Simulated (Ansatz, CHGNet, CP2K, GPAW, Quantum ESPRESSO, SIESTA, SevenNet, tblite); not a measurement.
**SIESTA runs on C(111) slab, H on the bottom face (80 atoms)**

Aim: run C(111) slab, H on the bottom face (80 atoms) in SIESTA and see how near its forces come to a plane-wave reference, and at what cost.

Main program and level: SIESTA 5.4.2; the method is named at each step.

### Step 1. Starting point

The cell holds 80 atoms: 64 C and 16 H. Its edges and angles: a = 10.089 Å, b = 10.089 Å, c = 15.664 Å, α = 90.0°, β = 90.0°, γ = 120.0°. It derives from C (diamond-structure). Diamond-structure C (a = 3.567 Å), (111) slab of 4 atomic planes, 4 x 4 surface cells, H on the broken bonds of the bottom face, 12 Å of vacuum; displaced by a Gaussian of 0.02 Å. Then every atom was moved at random, 0.05 Å r.m.s. a Cartesian component (hydrogen 0.6 of that). Regions: slab, 64 atoms (64 C); hydrogen, 16 atoms (16 H). Vacuum lies along c.

The yardstick, on the same geometry:

* method: Kohn-Sham DFT, PBE, SSSP efficiency 1.3.0 pseudopotentials, plane waves (Quantum ESPRESSO 7.5); sssp-pbe-1.3.0-efficiency, cutoffs 45/360 Ry, Γ point
* r.m.s. force component: 2.005 eV/Å
* longest force: 7.446 eV/Å
* time: 2.7 min on 4 MPI ranks of Intel Xeon at 2.30GHz, shared host
* CPU time: 10 min

### Step 2. PBE, DZP, shift 0.01 Ry, mesh 300 Ry

Method: Kohn-Sham DFT, PBE, PseudoDojo 0.4.1 norm-conserving pseudopotentials (converted to PSML), numerical atomic orbitals (DZP), diagonalisation.

The .psml files are PseudoDojo norm-conserving potentials that we converted to this format, checked against plane waves on the same files for H, C, O, Si, Ge and Ca alone.

The input, input.fdf:

```
SystemLabel cell
NumberOfAtoms 80
NumberOfSpecies 2
%block ChemicalSpeciesLabel
  1 6 C
  2 1 H
%endblock ChemicalSpeciesLabel
LatticeConstant 1.0 Ang
%block LatticeVectors
  10.08900 0.00000 0.00000
  -5.04450 8.73733 0.00000
  0.00000 0.00000 15.66426
%endblock LatticeVectors
PAO.BasisSize DZP
PAO.EnergyShift 0.01 Ry
XC.Functional GGA
XC.Authors PBE
MeshCutoff 300 Ry
%block kgrid_Monkhorst_Pack
  1 0 0 0.0
  0 1 0 0.0
  0 0 1 0.0
%endblock kgrid_Monkhorst_Pack
SolutionMethod diagon
OccupationFunction FD
ElectronicTemperature 580 K
SCF.Mixer.Method Pulay
SCF.Mixer.Weight 0.05
SCF.Mixer.History 8
SCF.Mix Hamiltonian
MaxSCFIterations 300
SCF.DM.Tolerance 1e-04
SCF.H.Tolerance 1.0e-3 eV
WriteForces T
Write.HirshfeldPop T
Write.VoronoiPop T
Write.DM F
Write.H F
XML.Write F
AtomicCoordinatesFormat Fractional
%block AtomicCoordinatesAndAtomicSpecies
  0.33323 0.92012 0.48612 1
  0.25078 0.00094 0.45298 1
  0.17480 0.83696 0.62009 1
  0.33752 0.91478 0.58576 1
  0.33679 0.66547 0.48598 1
  0.25229 0.75159 0.45481 1
  0.16265 0.57567 0.61469 1
  0.32500 0.67213 0.58573 1
  0.58204 0.91361 0.48443 1
  0.49789 0.99767 0.45205 1
  0.40069 0.83242 0.61901 1
  0.58047 0.91652 0.58506 1
  0.33184 0.41501 0.48562 1
  0.24836 0.50427 0.45172 1
  0.16125 0.33219 0.61878 1
  0.33640 0.41166 0.57728 1
  0.58710 0.66940 0.48454 1
  0.50254 0.75157 0.45360 1
  0.42425 0.58512 0.61342 1
  0.59524 0.67009 0.59063 1
  0.83275 0.91547 0.48567 1
  0.74804 0.99988 0.45220 1
  0.66302 0.82844 0.61669 1
  0.83465 0.91171 0.58053 1
  0.33539 0.16275 0.48191 1
  0.24885 0.25069 0.45184 1
  0.16807 0.08427 0.61406 1
  0.33166 0.16623 0.57646 1
  0.58480 0.41763 0.48625 1
  0.50213 0.49844 0.45178 1
  0.42264 0.33124 0.61509 1
  0.58757 0.42531 0.58156 1
  0.83521 0.66955 0.48430 1
  0.75256 0.75218 0.45311 1
  0.66891 0.59430 0.61641 1
  0.83036 0.67065 0.57598 1
  0.08364 0.91899 0.48558 1
  0.99993 0.00181 0.45263 1
  0.91673 0.82670 0.61890 1
  0.07633 0.90927 0.58587 1
  0.58214 0.16349 0.48470 1
  0.49967 0.25011 0.45178 1
  0.42565 0.08624 0.62041 1
  0.58445 0.16757 0.58047 1
  0.83116 0.41397 0.48364 1
  0.75309 0.50380 0.45207 1
  0.67167 0.32712 0.61627 1
  0.82813 0.41830 0.58524 1
  0.08138 0.66677 0.48522 1
  0.99532 0.75035 0.45496 1
  0.91378 0.59099 0.61618 1
  0.07835 0.66752 0.58876 1
  0.83404 0.16632 0.48540 1
  0.75304 0.25434 0.45120 1
  0.66433 0.08705 0.61169 1
  0.83894 0.16304 0.59140 1
[... 20 atom lines left out ...]
  0.00143 0.74878 0.38255 2
  0.75149 0.24909 0.38206 2
  0.99611 0.49593 0.38326 2
  0.00104 0.25007 0.38312 2
%endblock AtomicCoordinatesAndAtomicSpecies
```

Launch:

```
OMP_NUM_THREADS=1 mpirun -np 2 siesta < input.fdf > output.txt
```

Log:

```text
Version         : 5.4.2
reinit: System Name:
reinit: System Label: cell
initatom: Reading input for the pseudopotentials and atomic orbitals ----------
Species number:   1 Atomic number:    6 Label: C
Species number:   2 Atomic number:    1 Label: H
Ground state valence configuration (from tables):   2s02  2p02  3d00  4f00
Ground state valence configuration (from tables):   1s01  2p00  3d00  4f00
---- Processing specs for species: C
GGA--PBE XC_GGA_X_PBE--XC_GGA_C_PBE pb
---- Processing specs for species: H
GGA--PBE XC_GGA_X_PBE--XC_GGA_C_PBE pb
C pseudopotential only contains V_ls up to l=1 -- lmxkb reset.
H pseudopotential only contains V_ls up to l=1 -- lmxkb reset.
Using PAO.SplitTailNorm
%block ChemicalSpeciesLabel
    1    6 C                       # Species index, atomic number, species label
    2    1 H                       # Species index, atomic number, species label
%endblock ChemicalSpeciesLabel
%block PAO.Basis                 # Define Basis set
C                     2                    # Species label, number of l-shells
 n=2   0   2                         # n, l, Nzeta
   4.484      3.048
   1.000      1.000
 n=2   1   2 P   1                   # n, l, Nzeta, Polarization, NzetaPol
   5.436      3.692
   1.000      1.000
H                     1                    # Species label, number of l-shells
 n=1   0   2 P   1                   # n, l, Nzeta, Polarization, NzetaPol
   5.233      3.529
   1.000      1.000
%endblock PAO.Basis
coor:   Atomic-coordinates input format  =     Fractional
siesta: System type = slab
initatomlists: Number of atoms, orbitals, and projectors:     80   912   592
siesta: ******************** Simulation parameters ****************************
Total number of electrons:   272.000000
Total ionic charge:   272.000000
 Kpoints in:            1 . Kpoints trimmed:            1
siesta: k-grid: Number of k-points = 1
siesta: k-points from Monkhorst-Pack grid
siesta: k-cutoff (effective) =     5.044 Ang
siesta: k-point supercell and displacements
siesta: k-grid:     1     0     0      0.000
siesta: k-grid:     0     1     0      0.000
siesta: k-grid:     0     0     1      0.000
                     ====================================
                        Single-point calculation
                     ====================================
outcell: Unit cell vectors (Ang):
       10.089000    0.000000    0.000000
       -5.044500    8.737330    0.000000
        0.000000    0.000000   15.664260
outcell: Cell vector modules (Ang)   :   10.089000   10.089000   15.664260
outcell: Cell angles (23,13,12) (deg):     90.0000     90.0000    120.0000
outcell: Cell volume (Ang**3)        :   1380.8190
Gamma-point calculation with multiply-connected orbital pairs
Folding of H and S implicitly performed
Gamma-point calculation with multiply-connected orbital pairs
Folding of H and S implicitly performed
new_DM -- step:     1
Initializing Density Matrix...
Attempting to read DM from file... Failed...
DM filled with atomic data:
InitMesh: MESH = 96 x 96 x 180 = 1658880
InitMesh: Mesh cutoff (required, used) =   300.000   333.647 Ry
stepf: Fermi-Dirac step function
        iscf     Eharris(eV)        E_KS(eV)     FreeEng(eV)     dDmax    Ef(eV) dHmax(eV)
   scf:    1   -10503.208597   -10656.595934   -10656.870552  1.884312 -5.712044 10.294883
   scf:    2   -10661.148528   -10670.074374   -10670.447401  0.573916 -5.521089  8.782986
   scf:    3   -10668.761484   -10674.187025   -10674.575334  0.499212 -5.411733  7.153468
   scf:    4   -10676.151698   -10676.601509   -10677.007464  0.206761 -5.221850  4.002821
   scf:    5   -10674.885389   -10677.052290   -10677.466416  0.327580 -4.964682  5.233762
   scf:    6   -10675.901955   -10678.274493   -10678.733648  0.288978 -4.667679  2.919573
[...]
scf:   34   -10680.167678   -10680.167679   -10680.626687  0.000086 -4.134155  0.001434
   scf:   35   -10680.167684   -10680.167682   -10680.626688  0.000126 -4.134211  0.001398
   scf:   36   -10680.167677   -10680.167680   -10680.626689  0.000096 -4.134279  0.000648
SCF Convergence by DM+H criterion
max |DM_out - DM_in|         :     0.0000958424
max |H_out - H_in|      (eV) :     0.0006481412
SCF cycle converged after 36 iterations
Using DM_out to compute the final energy and forces
siesta: E_KS(eV) =           -10680.1677
siesta: E_KS - E_eggbox =    -10680.1677
siesta: Atomic forces (eV/Ang):
     1    1.042933   -0.638416   -1.586365
     2   -0.244047   -0.939633    1.520879
     3   -1.725427   -1.413708   -3.515145
     4   -4.336872    3.179825    2.202079
     5   -1.494610    1.058448   -1.384171
     6   -0.917332   -0.072834   -0.126708
[...]
78    0.065629    0.086252   -1.247533
    79    0.045414    0.271715   -0.690679
    80   -0.073059   -0.056059   -0.338666
----------------------------------------
   Tot   -0.005072   -0.003228   -0.017163
----------------------------------------
   Max    7.678927
   Res    2.093475    sqrt( Sum f_i^2 / 3N )
----------------------------------------
   Max    7.678927    constrained
Stress tensor Voigt[x,y,z,yz,xz,xy] (kbar):      -33.88      -31.10      -24.95        2.08        2.11        2.17
(Free)E + p*V (eV/cell)   -10654.7886
Target enthalpy (eV/cell)   -10680.6267
siesta: Program's energy decomposition (eV):
siesta: Ebs     =     -3498.546008
siesta: Eions   =     18553.498008
siesta: Ena     =      4980.690415
siesta: Ekin    =      7428.460305
siesta: Enl     =      -412.148282
siesta: DEna    =      -258.543582
siesta: DUscf   =        21.791075
siesta: Ex      =     -3539.396814
siesta: Ec      =      -347.522789
siesta: Exc     =     -3886.919603
siesta: Eharris =    -10680.167677
siesta: Etot    =    -10680.167680
siesta: FreeEng =    -10680.626689
siesta: Final energy (eV):
siesta:  Band Struct. =   -3498.546008
siesta:       Kinetic =    7428.460305
siesta:       Hartree =   52071.468269
siesta:         Exch. =   -3539.396814
siesta:         Corr. =    -347.522789
siesta:   Exch.-corr. =   -3886.919603
siesta:  Ion-electron = -110780.987874
siesta:       Ion-ion =   44487.811223
siesta:         Total =  -10680.167680
siesta:         Fermi =      -4.134279
siesta: Stress tensor (static) (eV/Ang**3):
siesta:    -0.021148    0.001353    0.001319
siesta:     0.001353   -0.019413    0.001301
siesta:     0.001319    0.001301   -0.015575
siesta: Cell volume =       1380.818967 Ang**3
siesta: Pressure (static):
siesta:                Solid            Molecule  Units
siesta:           0.00020380          0.00012934  Ry/Bohr**3
siesta:           0.01871218          0.01187501  eV/Ang**3
siesta:          29.98021270         19.02586451  kBar
    Orbital volume contribution        =          28.398252 eV
    (Free)E + p_basis*V_orbitals       =      -10652.228436 eV
    (Free)Eharris+ p_basis*V_orbitals  =      -10652.228434 eV
siesta: Electric dipole (a.u.)  =    0.000000    0.000000   -3.902430
siesta: Electric dipole (Debye) =    0.000000    0.000000   -9.918989
Hirshfeld Atomic Populations:
Atom #   charge [q] valence [e]  Species
     1     0.027362    3.972638  C
     2    -0.022942    4.022942  C
     3    -0.015237    4.015237  C
     4    -0.016259    4.016259  C
     5     0.037151    3.962849  C
     6    -0.012907    4.012907  C
[...]
65     0.010750    0.989250  H
    66     0.015290    0.984710  H
    67     0.009621    0.990379  H
    68     0.016191    0.983809  H
    69     0.022837    0.977163  H
    70     0.020583    0.979417  H
[...]
--------------------
 Total    -0.000019
Voronoi Atomic Populations:
Atom #   charge [q] valence [e]  Species
[...]
62    -0.003379    4.003379  C
    63    -0.062232    4.062232  C
    64    -0.013504    4.013504  C
[...]
78     0.015250    0.984750  H
    79     0.013136    0.986864  H
    80     0.003449    0.996551  H
--------------------
 Total    -0.000019
```

Elapsed: 4.6 min, on 2 MPI ranks of Intel Xeon at 2.30GHz, shared host; peak memory 1.1 GiB; 9.2 min of CPU time.

Banners, paths, timers and routine set-up lines are dropped from the logs unmarked, and long logs keep their key lines alone; longer cuts are marked.

Compared with the plane-wave run:

```yaml
r_m_s_force_component: 2.093 eV/Å
r_m_s_difference_of_force_components: 228.1 meV/Å
longest_difference_of_force_vectors: 838.7 meV/Å
force_difference_over_r_m_s_force: 11.38 %
slope_of_forces_against_the_reference_s: 1.039
correlation_of_force_components: 0.9947
```

Length of the force difference by element (eV/Å):

| element | atoms | mean | most |
| --- | --- | --- | --- |
| C | 64 | 0.32 | 0.84 |
| H | 16 | 0.52 | 0.67 |

A closer look about C17, whose charge lies farthest from its element's mean: 9 atoms, nearest first, numbered in the order of the input, with positions taken from that point.

| atom | x | y | z | distance (Å) | bonds | Hirshfeld charge (e) | Fx | Fy | Fz (eV/Å) |
| --- | --- | --- | --- | --- | --- | --- | --- | --- | --- |
| C17 | 0.00 | 0.00 | 0.00 | 0.00 | 4 | 0.07 | -0.07 | -0.98 | -1.08 |
| C34 | 1.25 | 0.72 | -0.49 | 1.53 | 4 | -0.02 | -0.31 | -0.33 | 0.68 |
| C18 | -1.27 | 0.72 | -0.48 | 1.54 | 4 | -0.02 | 0.11 | -1.20 | 1.54 |
| C30 | 0.01 | -1.49 | -0.51 | 1.58 | 4 | -0.02 | -1.12 | 0.82 | 3.47 |
| C20 | 0.08 | 0.01 | 1.66 | 1.66 | 4 | 0.00 | -6.34 | 0.26 | 1.97 |
| H73 | 1.23 | 0.70 | -1.58 | 2.12 | 1 | 0.01 | -0.08 | 0.08 | -1.35 |
| H69 | -1.29 | 0.69 | -1.58 | 2.15 | 1 | 0.02 | 0.06 | 0.03 | -0.99 |
| H72 | -0.02 | -1.51 | -1.57 | 2.17 | 1 | 0.02 | 0.11 | 0.10 | -2.44 |
| C19 | -1.22 | -0.74 | 2.02 | 2.47 | 3 | 0.03 | -1.74 | -1.31 | -3.04 |

Forces lie 11 % from the reference's, at 0.87 times its CPU time (on 2 against 4 cores).

### Step 3. PBE, SZP, shift 0.01 Ry, mesh 300 Ry

Method: Kohn-Sham DFT, PBE, PseudoDojo 0.4.1 norm-conserving pseudopotentials (converted to PSML), numerical atomic orbitals (SZP), diagonalisation.

input.fdf: that of step 2 with these lines changed.

```diff
@@ -13,3 +13,3 @@
 %endblock LatticeVectors
-PAO.BasisSize DZP
+PAO.BasisSize SZP
 PAO.EnergyShift 0.01 Ry
```

Launch:

```
OMP_NUM_THREADS=1 siesta < input.fdf > output.txt
```

Log:

```text
Version         : 5.4.2
reinit: System Name:
reinit: System Label: cell
initatom: Reading input for the pseudopotentials and atomic orbitals ----------
Species number:   1 Atomic number:    6 Label: C
Species number:   2 Atomic number:    1 Label: H
Ground state valence configuration (from tables):   2s02  2p02  3d00  4f00
Ground state valence configuration (from tables):   1s01  2p00  3d00  4f00
---- Processing specs for species: C
GGA--PBE XC_GGA_X_PBE--XC_GGA_C_PBE pb
---- Processing specs for species: H
GGA--PBE XC_GGA_X_PBE--XC_GGA_C_PBE pb
C pseudopotential only contains V_ls up to l=1 -- lmxkb reset.
H pseudopotential only contains V_ls up to l=1 -- lmxkb reset.
Using PAO.SplitTailNorm
%block ChemicalSpeciesLabel
[... lines left out ...]
Total number of electrons:   272.000000
[... lines left out ...]
stepf: Fermi-Dirac step function
        iscf     Eharris(eV)        E_KS(eV)     FreeEng(eV)     dDmax    Ef(eV) dHmax(eV)
[... lines left out ...]
SCF Convergence by DM+H criterion
[... lines left out ...]
SCF cycle converged after 34 iterations
[... lines left out ...]
   Max    8.067418
[... lines left out ...]
   Max    8.067418    constrained
Stress tensor Voigt[x,y,z,yz,xz,xy] (kbar):      -56.67      -54.77      -72.11        1.57        2.64        0.96
[... lines left out ...]
siesta: Exc     =     -3829.815026
siesta: Eharris =    -10634.447821
siesta: Etot    =    -10634.447820
siesta: FreeEng =    -10634.913364
siesta: Final energy (eV):
siesta:  Band Struct. =   -3635.353813
siesta:       Kinetic =    7098.109842
siesta:       Hartree =   51876.331643
siesta:         Exch. =   -3477.414318
siesta:         Corr. =    -352.400708
siesta:   Exch.-corr. =   -3829.815026
siesta:  Ion-electron = -110266.885502
siesta:       Ion-ion =   44487.811223
siesta:         Total =  -10634.447820
siesta:         Fermi =      -4.648025
siesta: Stress tensor (static) (eV/Ang**3):
siesta:    -0.035371    0.000599    0.001649
siesta:     0.000599   -0.034182    0.000978
siesta:     0.001649    0.000978   -0.045010
siesta: Cell volume =       1380.818967 Ang**3
siesta: Pressure (static):
siesta:                Solid            Molecule  Units
siesta:           0.00041591          0.00025225  Ry/Bohr**3
siesta:           0.03818754          0.02316043  eV/Ang**3
siesta:          61.18318783         37.10710706  kBar
    Orbital volume contribution        =          23.953615 eV
    (Free)E + p_basis*V_orbitals       =      -10610.959748 eV
    (Free)Eharris+ p_basis*V_orbitals  =      -10610.959749 eV
siesta: Electric dipole (a.u.)  =    0.000000    0.000000   -3.936097
siesta: Electric dipole (Debye) =    0.000000    0.000000  -10.004560
Hirshfeld Atomic Populations:
Atom #   charge [q] valence [e]  Species
     1     0.024275    3.975725  C
     2    -0.028379    4.028379  C
     3    -0.017772    4.017772  C
[...]
65     0.022116    0.977884  H
    66     0.027112    0.972888  H
    67     0.021514    0.978486  H
[...]
--------------------
 Total    -0.000003
Voronoi Atomic Populations:
Atom #   charge [q] valence [e]  Species
[...]
63    -0.058538    4.058538  C
    64    -0.012657    4.012657  C
[...]
79    -0.006215    1.006215  H
    80    -0.015090    1.015090  H
--------------------
 Total    -0.000003
```

Run time: 5.2 min. Hardware: 1 thread; peak memory 0.77 GiB.

Numbers from this run, and their distance from the reference:

- r.m.s. force component: 2.225 eV/Å
- r.m.s. difference of force components: 725.9 meV/Å
- longest difference of force vectors: 2214 meV/Å
- force difference over r.m.s. force: 36.21 %
- slope of forces against the reference's: 1.05
- correlation of force components: 0.9464

This is a coarse setting, run to see what it loses.

Against the first run (11 %), the force difference from the reference is 36 %, at 0.57 times the CPU time (on 1 against 2 cores), with 640 basis functions against 912: the smaller basis costs accuracy.

### Step 4. PBE, DZ, shift 0.01 Ry, mesh 300 Ry

Method: Kohn-Sham DFT, PBE, PseudoDojo 0.4.1 norm-conserving pseudopotentials (converted to PSML), numerical atomic orbitals (DZ), diagonalisation.

input.fdf: that of step 3 with these lines changed.

```diff
@@ -13,3 +13,3 @@
 %endblock LatticeVectors
-PAO.BasisSize SZP
+PAO.BasisSize DZ
 PAO.EnergyShift 0.01 Ry
```

Log:

```text
Version         : 5.4.2
reinit: System Name:
reinit: System Label: cell
initatom: Reading input for the pseudopotentials and atomic orbitals ----------
Species number:   1 Atomic number:    6 Label: C
Species number:   2 Atomic number:    1 Label: H
Ground state valence configuration (from tables):   2s02  2p02  3d00  4f00
[... lines left out ...]
SCF Convergence by DM+H criterion
[... lines left out ...]
SCF cycle converged after 36 iterations
[... lines left out ...]
   Max    7.964596
[... lines left out ...]
   Max    7.964596    constrained
Stress tensor Voigt[x,y,z,yz,xz,xy] (kbar):      -49.05      -45.72      -39.91        2.23        2.26        2.18
[... lines left out ...]
siesta: FreeEng =    -10663.239861
[... lines left out ...]
siesta:         Fermi =      -4.088435
[... lines left out ...]
siesta:          44.89268615         29.23431698  kBar
    Orbital volume contribution        =          18.657443 eV
    (Free)E + p_basis*V_orbitals       =      -10644.582417 eV
    (Free)Eharris+ p_basis*V_orbitals  =      -10644.582415 eV
siesta: Electric dipole (a.u.)  =    0.000000    0.000000   -4.623890
siesta: Electric dipole (Debye) =    0.000000    0.000000  -11.752757
Hirshfeld Atomic Populations:
Atom #   charge [q] valence [e]  Species
     1     0.025262    3.974738  C
     2    -0.018859    4.018859  C
     3    -0.017821    4.017821  C
[...]
65     0.007176    0.992824  H
    66     0.008452    0.991548  H
    67     0.005487    0.994513  H
[...]
--------------------
 Total    -0.000012
Voronoi Atomic Populations:
Atom #   charge [q] valence [e]  Species
[...]
63    -0.055410    4.055410  C
    64    -0.013011    4.013011  C
[...]
79     0.019850    0.980150  H
    80     0.008077    0.991923  H
--------------------
 Total    -0.000013
```

The job ended after 2.2 min (1 thread; peak memory 0.57 GiB).

Compared with the plane-wave run:

| Item | Value |
| --- | --- |
| r.m.s. force component | 2.152 eV/Å |
| r.m.s. difference of force components | 315.5 meV/Å |
| longest difference of force vectors | 1188 meV/Å |
| force difference over r.m.s. force | 15.74 % |
| slope of forces against the reference's | 1.064 |
| correlation of force components | 0.991 |

This is a coarse setting, run to see what it loses.

Against the first run (11 %), the force difference from the reference is 16 %, at 0.24 times the CPU time (on 1 against 2 cores), with 544 basis functions against 912: the smaller basis costs accuracy.

(Part 1 of 2 ends here.)

[Also dropped from logs without a mark: logging warnings of Python, and SIESTA's first energy breakdown and zero terms.]

[Logs are printed without paths, hosts, clocks, repeated set-up lines and the standing remarks that a program may print on its own settings, such as how far it seeks lower states.]

[Hosts, paths, dates, database ids (printed as entryN), source tags and the programs' standing remarks are cut or masked in the printed files.]
